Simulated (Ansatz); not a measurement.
The compound is TiBr2 (1T sheet).

The cell holds 3 atoms: 1 Ti and 2 Br. Cell: a = 3.371 Å, b = 3.371 Å, c = 30.018 Å, α = 90.0°, β = 90.0°, γ = 120.0°. Vacuum lies along c.

```xyz
3
Lattice="2.3839 0.0000 -2.3839 -2.3839 2.3839 0.0000 17.3306 17.3306 17.3306" Properties=species:S:1:pos:R:3
Ti    5.5162    5.5162    5.5162
Br    5.6869    8.0707    5.6869
Br    5.3456    5.3456    2.9617
```

The structure was relaxed with LDA. The structure was generated from a model, not taken from a measurement. The runs that relaxed it are not among those shown. The program's search for lower electronic states was switched off, so nothing shows that the state found is the lowest. PAW set soft_2, made with PBE.

A constrained-RPA run (Ansatz 0.2.0; non-magnetic LDA; Ti d, bands v1 to c4, 6×6×1 mesh, medium accuracy) builds 5 functions on bands 3.8 eV wide, with 2.0 electrons in the window. The bare on-site interaction is 13.7 eV and the bare J 0.44 eV.

Question: What U and J survive the screening?

On the Ti d shell, U = 4.43 eV (32 % of the bare value), U′ = 3.73 eV, J = 0.34 eV.

The parent state is non-magnetic and the interaction static (zero frequency); U depends on the window and the orbitals, so it belongs to this model alone.

[Paths, hosts, dates, memory and timing lines, banners, echoed tables and standing remarks are left out of the program output.]

[Logs are printed without paths, hosts, clocks, repeated set-up lines and the standing remarks that a program may print on its own settings, such as how far it seeks lower states.]

[Runs of the session that timed out or met a known fault of the program may be left out.]

[Hosts, paths, dates, database ids (printed as entryN), source tags and the programs' standing remarks are cut or masked in the printed files.]
